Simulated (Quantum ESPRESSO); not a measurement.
# Zr (Zirconium): from the cell to the phonon bands

How does Zr (Zirconium) vibrate, and is this structure a minimum?

Method: DFT LDA, scalar-relativistic, plane waves, PseudoDojo norm-conserving pseudopotentials, in Quantum ESPRESSO 7.5.

This is a report of a sequence of runs, with most program output left out.

### Step 1. Starting point

Symmetry: P6_3/mmc, No. 194, hexagonal system. Conventional cell: a = 3.232 Å, b = 3.232 Å, c = 5.147 Å, α = 90.00°, β = 90.00°, γ = 120.00°. Zr has 12 Zr at 3.18 to 3.23 Å nearest.

### Step 2. A first look

Before anything dear is run, a loose run with smearing shows whether this is a metal and how far the cell is from rest.

File probe.in:

```
&control
   calculation = 'scf'
   prefix = 'x'
   outdir = './tmp'
   pseudo_dir = './pseudo'
   tprnfor = .true.
   tstress = .true.
   verbosity = 'high'
/
&system
   ibrav = 4
   celldm(1) = 6.10759483
   celldm(3) = 1.59251238
   nat = 2
   ntyp = 1
   ecutwfc = 70.0
   occupations = 'smearing'
   smearing = 'gaussian'
   degauss = 0.01
/
&electrons
   conv_thr = 1.0d-07
   mixing_beta = 0.7
   electron_maxstep = 100
/
ATOMIC_SPECIES
 Zr     91.2240  Zr.upf
ATOMIC_POSITIONS crystal
 Zr     0.333333333   0.666666667   0.250000000
 Zr     0.666666667   0.333333333   0.750000000
K_POINTS automatic
 6 6 4 0 0 0
```

Run with:

```sh
$ OMP_NUM_THREADS=1 mpirun -n 4 pw.x -nk 4 -in probe.in > probe.out
```

It took 4.2 s on 4 MPI ranks of Arm Neoverse V1, shared host; 17 s of CPU time.

Numbers from this step:

```yaml
volume_per_atom: 23.28 Å³
pressure: -6.176 GPa
gap_on_the_k_mesh: 0 eV
```

No gap opens on this mesh, so smearing is kept; the start stands at -6.2 GPa.

### Step 3. Relaxation

The relaxation runs at a cutoff a fifth above that of the response, since stress converges more slowly with the basis than frequencies do. Forces and stress are brought to rest with tight thresholds.

File relax.in:

```
&control
   calculation = 'vc-relax'
   prefix = 'x'
   outdir = './tmp'
   pseudo_dir = './pseudo'
   tprnfor = .true.
   tstress = .true.
   forc_conv_thr = 2.0d-05
   etot_conv_thr = 1.0d-07
   nstep = 40
/
&system
   ibrav = 4
   celldm(1) = 6.10759483
   celldm(3) = 1.59251238
   nat = 2
   ntyp = 1
   ecutwfc = 84
   occupations = 'smearing'
   smearing = 'mv'
   degauss = 0.02
/
&electrons
   conv_thr = 1.0d-11
   mixing_beta = 0.7
   electron_maxstep = 100
/
&ions
/
&cell
   press_conv_thr = 0.2
/
ATOMIC_SPECIES
 Zr     91.2240  Zr.upf
ATOMIC_POSITIONS crystal
 Zr     0.333333333   0.666666667   0.250000000
 Zr     0.666666667   0.333333333   0.750000000
K_POINTS automatic
 15 15 8 0 0 0
```

Run with:

```sh
$ OMP_NUM_THREADS=1 mpirun -n 4 pw.x -nk 4 -in relax.in > relax.out
```

The job ended after 4.2 min (4 MPI ranks; 17 min of CPU time).

Step by step:

```
step  energy less that of the first step (eV)  largest force (eV/Å)  pressure (GPa)  volume (Å³)
   1                                   0.0000                0.0000           -6.07        46.56
   2                                  -0.0421                0.0000           -3.31        45.13
   3                                  -0.0581                0.0000            0.28        43.53
   4                                  -0.0585                0.0000            0.03        43.63
   5                                  -0.0588                0.0000           -0.13        43.68
   6                                  -0.0591                0.0000           -0.14        43.66
   7                                  -0.0591                0.0000           -0.05        43.62
   8                                  -0.0591                0.0000           -0.01        43.60
   9                                  -0.0591                0.0000            0.00        43.60
  10                                  -0.0590                0.0000            0.00        43.60
```

```
conventional cell, symmetrised  before  after  change
                         a (Å)   3.232  3.147  -2.6 %
                         b (Å)   3.232  3.147  -2.6 %
                         c (Å)   5.147  5.082  -1.3 %
              volume (Å³/atom)   23.28  21.80  -6.4 %
```

The relaxed structure:

```
Zr
1.0
     3.14748    0.00000    0.00000
    -1.57374    2.72580    0.00000
     0.00000    0.00000    5.08185
Zr
2
Direct
  0.33333 0.66667 0.25000
  0.66667 0.33333 0.75000
```

The last row of the table of steps is pw.x's closing run on a basis chosen anew for the final cell, so its energy can jump.

Numbers from this step:

```yaml
volume_per_atom: 21.80 Å³
pressure: -0.003000 GPa
```

The volume changes by -6.4 % from the cell with which this run began.

### Step 4. Self-consistent run for the response

The response is built on this ground state, so it is converged far tighter than an energy would need. Smearing stays on, as the first look found no gap above 0.3 eV.

File scf.in:

```
&control
   calculation = 'scf'
   prefix = 'x'
   outdir = './tmp'
   pseudo_dir = './pseudo'
   tprnfor = .true.
   tstress = .true.
/
&system
   ibrav = 4
   celldm(1) = 5.94787773
   celldm(3) = 1.61457603
   nat = 2
   ntyp = 1
   ecutwfc = 70.0
   occupations = 'smearing'
   smearing = 'mv'
   degauss = 0.02
/
&electrons
   conv_thr = 1.0d-12
   mixing_beta = 0.7
   electron_maxstep = 100
/
ATOMIC_SPECIES
 Zr     91.2240  Zr.upf
ATOMIC_POSITIONS crystal
 Zr     0.333333333   0.666666667   0.250000000
 Zr     0.666666667   0.333333333   0.750000000
K_POINTS automatic
 15 15 8 0 0 0
```

Run with:

```sh
$ OMP_NUM_THREADS=1 mpirun -n 4 pw.x -nk 4 -in scf.in > scf.out
```

The job ended after 22 s (4 MPI ranks; 89 s of CPU time).

This step gave:

```
pressure : 0 GPa
```

The cell stands at 0 GPa, close enough for phonons.

### Step 5. Levels on a dense mesh

The coupling is a sum over pairs of states at the Fermi level and needs a much denser mesh than the density does.

scf_fit.in, as its differences from scf.in of step 4:

```diff
@@ -18,5 +18,6 @@
    degauss = 0.02
+   la2F = .true.
 /
 &electrons
-   conv_thr = 1.0d-12
+   conv_thr = 1.0d-10
    mixing_beta = 0.7
@@ -30,2 +31,2 @@
 K_POINTS automatic
- 15 15 8 0 0 0
+ 30 30 16 0 0 0
```

Run with:

```sh
$ OMP_NUM_THREADS=1 mpirun -n 4 pw.x -nk 4 -in scf_fit.in > scf_fit.out
```

Wall time 2 min (4 MPI ranks); 7.9 min of CPU time.

Numbers from this step:

```
pressure : 0.041 GPa
```

### Step 6. Self-consistent run for the response

The run on the dense mesh left its levels for the electron-phonon sums; ph.x needs the ground state on the coarse mesh, so pw.x runs once more in the same folder.

scf.in is that of step 4.

Run with:

```sh
$ OMP_NUM_THREADS=1 mpirun -n 4 pw.x -nk 4 -in scf.in > scf.out
```

It took 22 s on 4 MPI ranks.

Numbers from this step:

```yaml
pressure: 0 GPa
```

### Step 7. Phonons on a q mesh

Linear response treats each wavevector in the unit cell, with no supercell; the 3×3×2 mesh fixes the range of the force constants to be had. The change of the potential is kept for the electron-phonon matrix elements.

File ph.in:

```
phonons
&inputph
   prefix = 'x'
   outdir = './tmp'
   fildyn = 'x.dyn'
   tr2_ph = 1.0d-18
   alpha_mix(1) = 0.4
   nmix_ph = 8
   ldisp = .true.
   nq1 = 3
   nq2 = 3
   nq3 = 2
   electron_phonon = 'interpolated'
   fildvscf = 'dvscf'
   el_ph_sigma = 0.005
   el_ph_nsigma = 10
/
```

Run with:

```sh
$ OMP_NUM_THREADS=1 mpirun -n 4 ph.x -nk 4 -in ph.in > ph.out
```

The job ended after 1.8 h (4 MPI ranks; 7.3 h of CPU time).

Numbers from this step:

```yaml
largest_acoustic_frequency_at_the_zone_centre_before_the_sum_rule: 1.05 cm⁻¹
highest_optical_zone_centre_mode_no_lo_to_term: 169.6 cm⁻¹
lowest_optical_zone_centre_mode: 63.39 cm⁻¹
lowest_mode_on_the_q_mesh_acoustic_ones_at_the_zone_centre_apart: 41.23 cm⁻¹
```

Frequencies (cm⁻¹) at each irreducible wavevector; negative means imaginary. Frequencies by wavevector:

```
     q (fractions)  star  mode 1  mode 2  mode 3  mode 4  mode 5  mode 6
             0 0 0     1    0.89    0.89    1.05   63.39   63.39   169.6
          0 0 -0.5     1   41.23   41.23   41.23   41.23   137.9   137.9
        0 0.3333 0     6   60.11   68.98   138.7   151.1   169.2   169.9
     0 0.3333 -0.5     6   104.7   104.7   112.2   112.2   177.4   177.4
   0.3333 0.3333 0     2   126.5   126.5   148.3     149     149   210.8
0.3333 0.3333 -0.5     2   71.89   71.89   176.6   176.6   184.2   184.2
```

Couplings of single modes at a Gaussian broadening of 0.02 Ry, as ph.x prints them; it sets λ to zero for modes under 20 cm⁻¹. Mode couplings:

```
     q (fractions)  mode  frequency (cm⁻¹)       λ  linewidth γ (GHz)
          0 0 -0.5     1             41.23  0.5301              10.83
          0 0 -0.5     2             41.23  0.5211              10.64
          0 0 -0.5     3             41.23  0.5245              10.71
          0 0 -0.5     4             41.23  0.5313              10.85
          0 0 -0.5     5             137.9  0.0829              18.95
          0 0 -0.5     6             137.9  0.0807              18.46
        0 0.3333 0     1             60.11  0.2558               11.1
        0 0.3333 0     2             68.98  0.2575              14.72
        0 0.3333 0     3             138.7  0.0378               8.75
        0 0.3333 0     4             151.1  0.1156              31.71
        0 0.3333 0     5             169.2  0.0644              22.16
        0 0.3333 0     6             169.9  0.0695              24.09
     0 0.3333 -0.5     1             104.7  0.0669               8.81
     0 0.3333 -0.5     2             104.7  0.0659               8.68
     0 0.3333 -0.5     3             112.2  0.1103              16.67
     0 0.3333 -0.5     4             112.2  0.1135              17.16
     0 0.3333 -0.5     5             177.4  0.0907              34.28
     0 0.3333 -0.5     6             177.4  0.0883              33.39
   0.3333 0.3333 0     1             126.5  0.1898               36.5
   0.3333 0.3333 0     2             126.5    0.19              36.55
   0.3333 0.3333 0     3             148.3  0.0882               23.3
   0.3333 0.3333 0     4               149  0.1709              45.57
   0.3333 0.3333 0     5               149  0.1683              44.89
   0.3333 0.3333 0     6             210.8  0.0339               18.1
0.3333 0.3333 -0.5     1             71.89  0.5623              34.92
0.3333 0.3333 -0.5     2             71.89  0.5696              35.37
0.3333 0.3333 -0.5     3             176.6   0.057              21.34
0.3333 0.3333 -0.5     4             176.6  0.0573              21.46
0.3333 0.3333 -0.5     5             184.2  0.0902              36.76
0.3333 0.3333 -0.5     6             184.2  0.0897              36.59
```

Optical modes; normalised displacements of the dynamical-matrix file. Modes at Γ:

```
mode  frequency (cm⁻¹)  symmetry
   1              63.4       E2g
   2              63.4       E2g
   3             169.6       B1g
```

Displacements in mode 1 (63.4 cm⁻¹), the largest set to 1:
```
Zr1  0.00 -1.00  0.00
Zr2  0.00  1.00  0.00
```

Displacements in mode 3 (169.6 cm⁻¹), the largest set to 1:
```
Zr1  0.00  0.00 -1.00
Zr2  0.00  0.00  1.00
```

The acoustic modes at Γ come out as far as 1.1 cm⁻¹ from zero, where they should vanish, a small numerical error.

### Step 8. Fourier transform to real space

The dynamical matrices of the mesh are Fourier-transformed to force constants in real space.

File q2r.in:

```
&input
   fildyn = 'x.dyn'
   zasr = 'crystal'
   flfrc = 'x.fc'
   la2F = .true.
/
```

Run with:

```sh
$ q2r.x < q2r.in > q2r.out
```

The job ended after 0.47 s (1 thread).

### Step 9. Dispersion

From the force constants any wavevector is cheap; points of the mesh come back as solved, but for the sum rule and, in polar crystals, the LO-TO term at Γ; the rest is interpolation.

File matdyn.in:

```
&input
   asr = 'crystal'
   flfrc = 'x.fc'
   flfrq = 'x.freq'
   flvec = 'x.modes'
   q_in_band_form = .true.
   q_in_cryst_coord = .true.
/
12
  0.0000000   0.0000000   0.0000000  12  ! GAMMA
  0.5000000  -0.0000000   0.0000000  12  ! M
  0.3333333   0.3333333   0.0000000  12  ! K
  0.0000000   0.0000000   0.0000000  12  ! GAMMA
  0.0000000   0.0000000   0.5000000  12  ! A
  0.5000000  -0.0000000   0.5000000  12  ! L
  0.3333333   0.3333333   0.5000000  12  ! H
  0.0000000   0.0000000   0.5000000   1  ! A
  0.5000000  -0.0000000   0.5000000  12  ! L
  0.5000000  -0.0000000   0.0000000   1  ! M
  0.3333333   0.3333333   0.5000000  12  ! H
  0.3333333   0.3333333   0.0000000   1  ! K
```

Run with:

```sh
$ matdyn.x -in matdyn.in > matdyn.out
```

Elapsed: 0.46 s, on 1 thread.

Numbers from this step:

- lowest frequency on the path: 0 cm⁻¹
- mean frequency: 127.2 cm⁻¹
- Debye temperature (second moment): 250 K
- logarithmic mean frequency: 118.1 cm⁻¹

Matdyn.x, sum rule crystal. Phonon branches along the path, in cm⁻¹:

```
    point  branch 1  branch 2  branch 3  branch 4  branch 5  branch 6
        Γ         0         0         0        63        63       170
  halfway        51        52       117       120       144       173
        M        66        89       159       162       180       188
  halfway       100       101       152       152       177       198
        K       126       126       148       149       149       211
  halfway        61        77       109       149       151       171
        Γ         0         0         0        63        63       170
  halfway        21        21        57        57        81       164
        A        41        41        41        41       138       138
  halfway        88        88       100       100       163       163
        L       119       119       120       120       193       193
  halfway        86        86       155       155       191       191
        H        72        72       177       177       184       184
  halfway        82        82       121       121       168       168
        A        41        41        41        41       138       138
jump to L       119       119       120       120       193       193
  halfway        84       104       142       148       186       191
        M        66        89       159       162       180       188
jump to H        72        72       177       177       184       184
  halfway        97        97       156       171       171       200
        K       126       126       148       149       149       211
```

Lowest modes at the softest wavevector of the mesh; phase exp(i q.(R + tau)). Modes at q = (0.000, 0.000, 0.500):

```
mode  frequency (cm⁻¹)
   1              41.2
   2              41.2
   3              41.2
   4              41.2
   5             137.9
   6             137.9
```

Displacements in mode 2 (41.2 cm⁻¹), the largest set to 1, in the home cell (x, y, z of the real part, then of the imaginary part):
```
Zr1  0.00  1.00  0.00  0.00  0.00  0.00
Zr2  0.00  0.03  0.00  0.00 -0.04  0.00
```

Displacements in mode 5 (137.9 cm⁻¹), the largest set to 1, in the home cell:
```
Zr1 0.00 0.00 1.00
Zr2 0.00 0.00 0.00
```

(Continued in part 2 of 2.)

[Host names and launcher messages were left out of these logs when they were recorded.]

[Logs are printed without paths, hosts, clocks, repeated set-up lines and the standing remarks that a program may print on its own settings, such as how far it seeks lower states.]

[Hosts, paths, dates, database ids (printed as entryN), source tags and the programs' standing remarks are cut or masked in the printed files.]
